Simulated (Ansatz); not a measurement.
**Starting-point dependence of the GW gap of KBaCeBiO6 (F-43m)**

One-shot GW is not self-consistent; how far does the start matter for KBaCeBiO6 (F-43m)?

Calculated with Ansatz 0.2.0; G0W0 on several functionals, plane waves, PAW.

Report form: the programs' logs are mostly left out.

In doubt: one-shot GW on d or f shells is unsure, so the values of those runs are not to be relied on; masses and optical values from hybrid runs of this build are listed as unsure (step 4), which bears on the screening that GW takes from such a start.

## 1. Set-up

The structure is cubic, space group F-43m (No. 216). The conventional cell has a = 8.728 Å, b = 8.728 Å, c = 8.728 Å, α = 90.00°, β = 90.00°, γ = 90.00°. Nearest to K lie 12 O at 3.09 Å. Ba has 12 O at 3.09 Å nearest. Nearest to Ce lie 6 O at 2.22 Å. Nearest to Bi lie 6 O at 2.14 Å. Nearest to O lie 1 Bi at 2.14 Å and 1 Ce at 2.22 Å and 2 Ba at 3.09 Å and 2 K at 3.09 Å. Farther neighbours and most contacts between anions are not listed.

The cell and positions are those that the Materials Project relaxed with its own functionals (PBE, PBE+U or r2SCAN), kept fixed. Spin-orbit coupling is left out unless a step names it.

## 2. G0W0 on PBEsol

G0W0 replaces the xc potential by the self-energy, built once from these orbitals. Only a window of levels is corrected, while the sums run over the empty bands that the input names. This step takes PAW set soft_1 files.

This step: G0W0 on PBEsol, plane waves, PAW; PAW set soft_1.

The input, input.yaml:

```yaml
crystal:
  lattice:
    - [0.0, 4.3639834, 4.3639834]
    - [4.3639834, 0.0, 4.3639834]
    - [4.3639834, 4.3639834, 0.0]
  atoms:
    - { symbol: K, position: [0.75, 0.75, 0.75] }
    - { symbol: Ba, position: [0.25, 0.25, 0.25] }
    - { symbol: Ce, position: [0.5, 0.5, 0.5] }
    - { symbol: Bi, position: [0.0, 0.0, 0.0] }
    - { symbol: O, position: [0.75466446, 0.24533554, 0.24533554] }
    - { symbol: O, position: [0.24533554, 0.75466446, 0.75466446] }
    - { symbol: O, position: [0.75466446, 0.75466446, 0.24533554] }
    - { symbol: O, position: [0.24533554, 0.24533554, 0.75466446] }
    - { symbol: O, position: [0.24533554, 0.75466446, 0.24533554] }
    - { symbol: O, position: [0.75466446, 0.24533554, 0.75466446] }
kpoints:
  mp_grid: { grid: [4, 4, 4] }
hamiltonian:
  xc: pbesol
  pseudopotentials: { kind: paw, azcp: { folder: soft_1 }, xc_functional: pbe }
scf:
  occupations: { method: fixed }
gw:
  n_empty_bands: 911
  ecut_chi: 180.0
  qp_bands: [v3, c3]
  qp_kpoints: band_edges
  screening: { model: contour_deformation }
```

On the command line:

```
> ansatz run input.yaml --threads 2 --pin off --max-ram 92160MiB --backend cuda --events-out ev --progress --plain --runs-dir out --devices 1 --max-vram 13GiB
```

Wall time 79 s (1 × NVIDIA H100 80GB HBM3 (shared by 6 runs) with 2 threads of AMD EPYC 7R13 (Zen 3), shared host); peak memory 2.8 GiB; 1.8 min of CPU time.

Numbers from this step:

* bands summed: 952
* RPA ε∞ on this mesh (eigenvalues): 5.604, 5.604, 5.604
* plane waves in the screening matrix: 941
* q-points in the mesh: 64
* G0W0 gap on the mesh: 2.704 eV
* k of the valence top: 0, 0, 0
* k of the conduction bottom: 0, -0.5, -0.5
* starting gap on the mesh: 1.533 eV
* Z at the valence top: 0.6872
* Z at the conduction bottom: 0.7441
* least direct G0W0 gap on the computed points: 2.737 eV

The gap on the mesh goes from 1.53 eV to 2.70 eV, a correction of +1.17 eV. Between the two edge states, bare exchange in place of the xc potential would open the gap by 8.90 eV, and correlation takes back 7.73 eV.

## 3. G0W0 on PBE

One-shot GW remembers its start. Another functional's orbitals and levels show by how much.

This step: G0W0 on PBE, plane waves, PAW; PAW set soft_1.

Edit input.yaml of step 2 so:

```diff
@@ -19,4 +19,4 @@
 hamiltonian:
-  xc: pbesol
-  pseudopotentials: { kind: paw, azcp: { folder: soft_1 }, xc_functional: pbe }
+  xc: pbe
+  pseudopotentials: { kind: paw, azcp: { folder: soft_1 } }
 scf:
```

The job ended after 59 s (1 × NVIDIA H100 80GB HBM3 (shared by 6 runs) with 2 threads; peak memory 2.8 GiB; 86 s of CPU time).

This step gave:

| Property | Result |
| --- | --- |
| bands summed | 952 |
| RPA ε∞ on this mesh (eigenvalues) | 5.511, 5.511, 5.511 |
| plane waves in the screening matrix | 941 |
| q-points in the mesh | 64 |
| G0W0 gap on the mesh | 2.687 eV |
| k of the valence top | 0, 0, 0 |
| k of the conduction bottom | 0, -0.5, -0.5 |
| starting gap on the mesh | 1.576 eV |
| Z at the valence top | 0.6863 |
| Z at the conduction bottom | 0.7441 |
| least direct G0W0 gap on the computed points | 2.721 eV |

Against the run with 4×4×4 mesh, 911 empty bands, screening to 180 eV, PAW set soft_1 files on PBEsol, the gap moves by −0.017 eV, while the start moved by +0.04 eV.

## 4. G0W0 on HSE06

This step: G0W0 on HSE06, plane waves, PAW; PAW set soft_1.

Edit input.yaml of step 3 so:

```diff
@@ -19,3 +19,3 @@
 hamiltonian:
-  xc: pbe
+  xc: hse06
   pseudopotentials: { kind: paw, azcp: { folder: soft_1 } }
```

The job ended after 3.1 min (1 × NVIDIA H100 80GB HBM3 (shared by 6 runs) with 2 threads; peak memory 3.3 GiB; 4.1 min of CPU time).

Numbers from this step:

| Quantity | Value |
| --- | --- |
| bands summed | 952 |
| RPA ε∞ on this mesh (eigenvalues) | 4.019, 4.019, 4.019 |
| plane waves in the screening matrix | 941 |
| G0W0 gap on the mesh | 3.391 eV |
| k of the valence top | 0, 0, 0 |
| k of the conduction bottom | 0, -0.5, -0.5 |
| starting gap on the mesh | 2.884 eV |
| least direct G0W0 gap on the computed points | 3.426 eV |

Against the run with 4×4×4 mesh, 911 empty bands, screening to 180 eV, PAW set soft_1 files on PBE, the gap moves by +0.70 eV, while the start moved by +1.31 eV.

## 5. The starts together

All on the 4×4×4 mesh with 911 empty bands and screening to 180 eV. Times are wall times on 1 × NVIDIA H100 80GB HBM3 (shared by 6 runs) with 2 threads of AMD EPYC 7R13 (Zen 3), shared host, good to a factor of about two.

```
 start  starting gap (eV)  shift (eV)  G0W0 gap (eV)  RPA ε∞ (harmonic mean)  Z (valence, conduction)     time
PBEsol               1.53       +1.17           2.70                    5.60               0.69, 0.74     79 s
   PBE               1.58       +1.11           2.69                    5.51               0.69, 0.74     59 s
 HSE06               2.88       +0.51           3.39                    4.02               0.74, 0.79  3.1 min
```

The parts of the quasiparticle energy at the two band edges (eV; QP = start + Σx + Σc − Vxc):

```
   run               edge  start      Σx     Σc     Vxc     Z    QP
PBEsol        valence top   7.44  -25.70   4.87  -20.28  0.69  6.89
PBEsol  conduction bottom   8.97  -17.77  -2.86  -21.25  0.74  9.60
   PBE        valence top   7.58  -25.80   4.89  -20.41  0.69  7.08
   PBE  conduction bottom   9.16  -17.78  -2.85  -21.24  0.74  9.77
 HSE06        valence top   6.48  -25.86   4.37  -21.58  0.74  6.58
 HSE06  conduction bottom   9.37  -17.19  -2.96  -20.74  0.79  9.97
```

For a hybrid start, Vxc holds its share of exact exchange.

## 6. Outcome

| Item | Value |
| --- | --- |
| G0W0@PBEsol | 2.70 eV (start 1.53 eV) |
| G0W0@PBE | 2.69 eV (start 1.58 eV) |
| G0W0@HSE06 | 3.39 eV (start 2.88 eV) |
| known limits | not at the basis limit; f levels unsure; no spin polarisation; f levels unsure; no spin-orbit coupling |

In words: The starting gaps span 1.35 eV and the G0W0 gaps 0.70 eV. Between PBEsol and HSE06, 0.69 eV of the 1.35 eV survives, 51 %. The order is not kept throughout: PBE starts 0.04 eV above PBEsol and ends 0.02 eV below it, so orbitals matter beside the gap. HSE06 screens less than PBEsol (ε∞ 4.02 against 5.60). Of the 0.69 eV by which its G0W0 gap is higher, the correlation part gives +0.40 eV, and exchange with the one-particle terms, which follow the orbitals, +0.28 eV. The smallest correction, +0.51 eV, is on HSE06, the start nearest to reproducing itself. Bands and cutoff are finite, so the gap is not at the basis limit. The miss can reach some tenths of an eV and take either sign; the mesh is an error of its own. Empty 4f levels lie among the conduction bands. Their place in the start is unsure; it enters the screening, and the edge itself where they lie low. The runs have no spin polarisation. For a closed low-spin shell that is the natural state; where a d or f shell is open it is a constraint, and the gap is then not the crystal's own. The compound holds f electrons or empty f levels, where one-shot G0W0 is unsure. The many-body steps are scalar-relativistic: spin-orbit coupling is not in them.

[Paths, hosts, dates, memory and timing lines, banners, echoed tables and standing remarks are left out of the program output.]

[Logs are printed without paths, hosts, clocks, repeated set-up lines and the standing remarks that a program may print on its own settings, such as how far it seeks lower states.]

[Runs of the session that timed out or met a known fault of the program may be left out.]

[Cells called generated may have been cut or substituted from an entry of the Crystallography Open Database or the Materials Project.]

[Hosts, paths, dates, database ids (printed as entryN), source tags and the programs' standing remarks are cut or masked in the printed files.]
